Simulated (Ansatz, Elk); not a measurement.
**Bonding as seen by X-rays: Bi3Ir**

Structure refinements treat a crystal as free atoms side by side. For a made-up structure of Bi3Ir (cell and positions from a r2SCAN relaxation) the runs below show what the calculated density changes in F(hkl).

Calculated with Elk 11.2.3 (patched build); DFT, PBE, all-electron APW+lo, Dirac cores, scalar-relativistic bands, static density, no spin.

This account leaves out most program logs.

The structure was built from a prototype and need not be the compound's stable phase.

### 1. Starting point

It takes space group Fm-3m (No. 225, cubic). The conventional cell has a = 7.371 Å, b = 7.371 Å, c = 7.371 Å, α = 90.00°, β = 90.00°, γ = 90.00°. Bi has 8 Bi at 3.19 Å nearest. Bi has 4 Bi at 3.19 Å and 4 Ir at 3.19 Å nearest. Nearest to Ir lie 8 Bi at 3.19 Å. Farther neighbours are not listed.

### 2. Ground state and structure factors

An all-electron density is needed, since X-rays see the cores too. Task 0 finds the density and task 195 Fourier-transforms it; tshift is off so that phases refer to the origin typed.

The input, elk.in:

```
tasks
  0
  195

xctype
  20

spinpol
  .false.

rgkmax
  7.0

gmaxvr
  14.0

lmaxo
  7

lmaxapw
  8

swidth
  0.002

tshift
  .false.

ramdisk
  .false.

hmaxvr
  5.5

maxscl
  120

epspot
  1e-06

sppath
  './'

avec
  -0.00000000000 6.96457136677 6.96457136677
  6.96457136677 -0.00000000000 6.96457136677
  6.96457136677 6.96457136677 -0.00000000000

atoms
  2
  'Bi.in'
  3
  0.5000000000 0.5000000000 0.5000000000   0.000000 0.000000 0.000000
  0.7500000000 0.7500000000 0.7500000000   0.000000 0.000000 0.000000
  0.2500000000 0.2500000000 0.2500000000   0.000000 0.000000 0.000000
  'Ir.in'
  1
  0.0000000000 -0.0000000000 -0.0000000000   0.000000 0.000000 0.000000

ngridk
  5 5 5
```

On the command line:

```bash
OMP_NUM_THREADS=4 elk
```

Wall time 23 s (4 threads of Arm Neoverse V2, shared host); peak memory 0.21 GiB.

SFACRHO.OUT:

```text

h k l indices transformed by vhmat matrix:
   1.000000000       0.000000000       0.000000000    
   0.000000000       1.000000000       0.000000000    
   0.000000000       0.000000000       1.000000000    

      h      k      l  multipl.   |H|            Re(F)            Im(F)           |F|

      0      0      0      1   0.0000000       326.00000      0.98335763E-16   326.00000    
      1      1      1      8  0.78129691      -5.1194204      0.28107158E-13   5.1194204    
      0     -1     -1      6  0.90216396      -5.0506021      0.18133755E-13   5.0506021    
      1      2      1     12   1.2758525       278.19575     -0.34557400E-13   278.19575    
      0     -1     -2     24   1.4960697      -4.9990482     -0.28114829E-13   4.9990482    
     -2      0      0      8   1.5625938      -5.0368773      0.16644300E-13   5.0368773    
      2      2      0      6   1.8043279       253.32510     -0.31648715E-13   253.32510    
     -3     -1     -1     24   1.9662208      -4.7560424     -0.37468192E-13   4.7560424    
     -1      1      2     24   2.0172999      -4.7083483     -0.15397152E-13   4.7083483    
      2      3      3     24   2.2098414       235.87638     -0.58943144E-13   235.87638    
      3      1      3     24   2.3438907      -4.4751316      0.46891868E-13   4.4751316    
      0      0      3      8   2.3438907      -4.5496425      0.18650313E-13   4.5496425    
      0     -2      2     12   2.5517050       222.09073     -0.13245491E-13   222.09073    
     -4     -1     -2     48   2.6686370      -4.3297937     -0.46886764E-13   4.3297937    
     -1      3      0     24   2.7064919      -4.3466740     -0.13475260E-13   4.3466740    
      3      3      0      6   2.7064919      -4.2371689     -0.40444097E-13   4.2371689    
     -4     -1     -3     24   2.8528929       210.78756      0.52631109E-13   210.78756    
      4      1      0     24   2.9579424      -4.2090454      0.28145250E-13   4.2090454
```

Elk indexes on the primitive cell of elk.in and gives |H| = 4π sin θ/λ in inverse bohr. Below, one row stands for each form hkl of the conventional cell (m members, Friedel mates merged), F is for one primitive cell and the density is static (no thermal factor). Free-atom factors are Waasmaier and Kirfel's, and R is Σm||F|−|F'||/Σm|F|.

| hkl | m | sin θ/λ (Å⁻¹) | abs F, DFT | neutral atoms | diff. |
| --- | --- | --- | --- | --- | --- |
| 111 | 8 | 0.117 | 5.119 | 5.452 | -0.332 |
| 200 | 6 | 0.136 | 5.051 | 5.338 | -0.288 |
| 220 | 12 | 0.192 | 278.196 | 278.448 | -0.252 |
| 311 | 24 | 0.225 | 4.999 | 4.917 | +0.082 |
| 222 | 8 | 0.235 | 5.037 | 4.880 | +0.157 |
| 400 | 6 | 0.271 | 253.325 | 253.499 | -0.174 |
| 331 | 24 | 0.296 | 4.756 | 4.665 | +0.091 |
| 420 | 24 | 0.303 | 4.708 | 4.638 | +0.070 |
| 422 | 24 | 0.332 | 235.876 | 235.865 | +0.011 |
| 511 | 24 | 0.352 | 4.475 | 4.463 | +0.012 |
| 333 | 8 | 0.352 | 4.550 | 4.463 | +0.087 |
| 440 | 12 | 0.384 | 222.091 | 222.117 | -0.026 |
| 531 | 48 | 0.401 | 4.330 | 4.285 | +0.045 |
| 442 | 24 | 0.407 | 4.347 | 4.264 | +0.083 |
| 600 | 6 | 0.407 | 4.237 | 4.264 | -0.027 |
| 620 | 24 | 0.429 | 210.788 | 210.843 | -0.055 |
| 533 | 24 | 0.445 | 4.209 | 4.128 | +0.081 |
| 622 | 24 | 0.450 | 4.137 | 4.110 | +0.027 |
| 444 | 8 | 0.470 | 201.177 | 201.316 | -0.139 |
| 711 | 24 | 0.484 | 3.984 | 3.994 | -0.011 |
| 551 | 24 | 0.484 | 4.064 | 3.994 | +0.069 |
| 640 | 24 | 0.489 | 4.027 | 3.979 | +0.048 |

### 3. The highest occupied states alone

An energy window below the Fermi level keeps the highest occupied states, to see at which angles they scatter; shallow core shells can lie inside it and anion s states outside. No new self-consistency is needed.

Changes to elk.in since step 2:

```diff
@@ -1,3 +1,2 @@
 tasks
-  0
   195
@@ -40,2 +39,5 @@
 
+wsfac
+  -0.065520 0.601970
+
 sppath
```

On the command line:

```bash
OMP_NUM_THREADS=4 elk
```

It took 10 s on 4 threads; peak memory 0.16 GiB; 13 s of CPU time.

States within 10 eV below the Fermi level hold 18.96 electrons; any levels below the window count with the cores. Their amplitudes can exceed the total, where window and core parts have opposite phase:

| hkl | sin θ/λ (Å⁻¹) | abs F, window | abs F, all |
| --- | --- | --- | --- |
| 111 | 0.117 | 4.572 | 5.119 |
| 200 | 0.136 | 4.384 | 5.051 |
| 220 | 0.192 | 3.385 | 278.196 |
| 311 | 0.225 | 1.932 | 4.999 |
| 222 | 0.235 | 1.731 | 5.037 |
| 400 | 0.271 | 0.762 | 253.325 |
| 331 | 0.296 | 0.822 | 4.756 |
| 420 | 0.303 | 0.715 | 4.708 |
| 422 | 0.332 | 0.218 | 235.876 |
| 511 | 0.352 | 0.279 | 4.475 |

### 4. Another functional

The difference from free atoms is small, so it is set against the change that LDA (Perdew-Wang) makes.

Changes to elk.in since step 3:

```diff
@@ -1,2 +1,3 @@
 tasks
+  0
   195
@@ -4,3 +5,3 @@
 xctype
-  20
+  3
 
@@ -39,5 +40,2 @@
 
-wsfac
-  -0.065520 0.601970
-
 sppath
```

On the command line:

```bash
OMP_NUM_THREADS=4 elk
```

Run time: 12 s. Hardware: 4 threads; peak memory 0.16 GiB.

Against the first run R = 0.01 %; the largest change is -0.041 at 400.

### 5. Basis size

The basis and the expansions that go with it are enlarged, to see whether the differences are converged.

Changes to elk.in since step 4:

```diff
@@ -5,3 +5,3 @@
 xctype
-  3
+  20
 
@@ -11,12 +11,12 @@
 rgkmax
-  7.0
+  8.5
 
 gmaxvr
-  14.0
+  18.0
 
 lmaxo
-  7
+  9
 
 lmaxapw
-  8
+  10
```

On the command line:

```bash
OMP_NUM_THREADS=4 elk
```

Elapsed: 47 s, on 4 threads; peak memory 0.39 GiB; 94 s of CPU time.

Against the first run R = 0.00 %; the largest change is -0.016 at 422.

### 6. Basis size

A smaller basis shows how fast F responds to it; the change is likely larger than the basis error of the first run, but doesn't show convergence.

Changes to elk.in since step 5:

```diff
@@ -11,12 +11,12 @@
 rgkmax
-  8.5
+  5.5
 
 gmaxvr
-  18.0
+  14.0
 
 lmaxo
-  9
+  7
 
 lmaxapw
-  10
+  8
```

On the command line:

```bash
OMP_NUM_THREADS=4 elk
```

Elapsed: 23 s, on 4 threads; peak memory 0.21 GiB.

Against the first run R = 0.02 %; the largest change is +0.119 at 400.

### 7. Settings against the effect

| run | R against the first run (%) | R against neutral atoms, low angle (%) | wall time |
| --- | --- | --- | --- |
| PBE, rgkmax 7 | 0.00 | 0.27 | 23 s |
| LDA (Perdew-Wang) | 0.01 | 0.26 | 12 s |
| rgkmax 8.5 with larger expansions | 0.00 | 0.26 | 47 s |
| rgkmax 5.5 | 0.02 | 0.26 | 23 s |

### 8. Summary of results

| Quantity | Value |
| --- | --- |
| R against neutral atoms, sin θ/λ < 0.3 Å⁻¹ | 0.27 % |
| R against neutral atoms, 0.3 to 0.83 Å⁻¹ | 0.11 % |

Independent neutral atoms miss the calculated amplitudes by R = 0.27 % below 0.3 Å⁻¹ and 0.11 % from there to 0.83 Å⁻¹; by shells, 6.16 % below 0.15 Å⁻¹ (2 forms), 0.18 % 0.15 to 0.3 (5 forms), 0.08 % 0.3 to 0.45 (10 forms), 0.12 % above 0.45 (57 forms). Bonding, aspherical density and the tables' own atoms all enter these figures, and the runs don't part them. The largest change of an amplitude is -0.33 electrons, at 111. The window's part falls from 19.0 electrons at the origin to at most 0.29 between 0.45 and 0.83 Å⁻¹. Below 0.3 Å⁻¹ the changes that finished (LDA (Perdew-Wang), rgkmax 8.5 with larger expansions and rgkmax 5.5) move F by R = 0.05 % at most, against the 0.27 % that separates it from free atoms. A single amplitude moves by up to 0.12 electrons, against 0.33 for the largest difference from free atoms. The k-mesh has no finished test. These runs have no spin, though d or f shells may be open. Spin-orbit coupling is left out, which can matter for elements this heavy. Part of the difference isn't bonding: the tables are fits to free atoms and ions calculated by other methods than this functional. Thermal motion, anomalous dispersion and extinction are left out.

[Logs are printed without paths, hosts, clocks, repeated set-up lines and the standing remarks that a program may print on its own settings, such as how far it seeks lower states.]

[Hosts, paths, dates, database ids (printed as entryN), source tags and the programs' standing remarks are cut or masked in the printed files.]
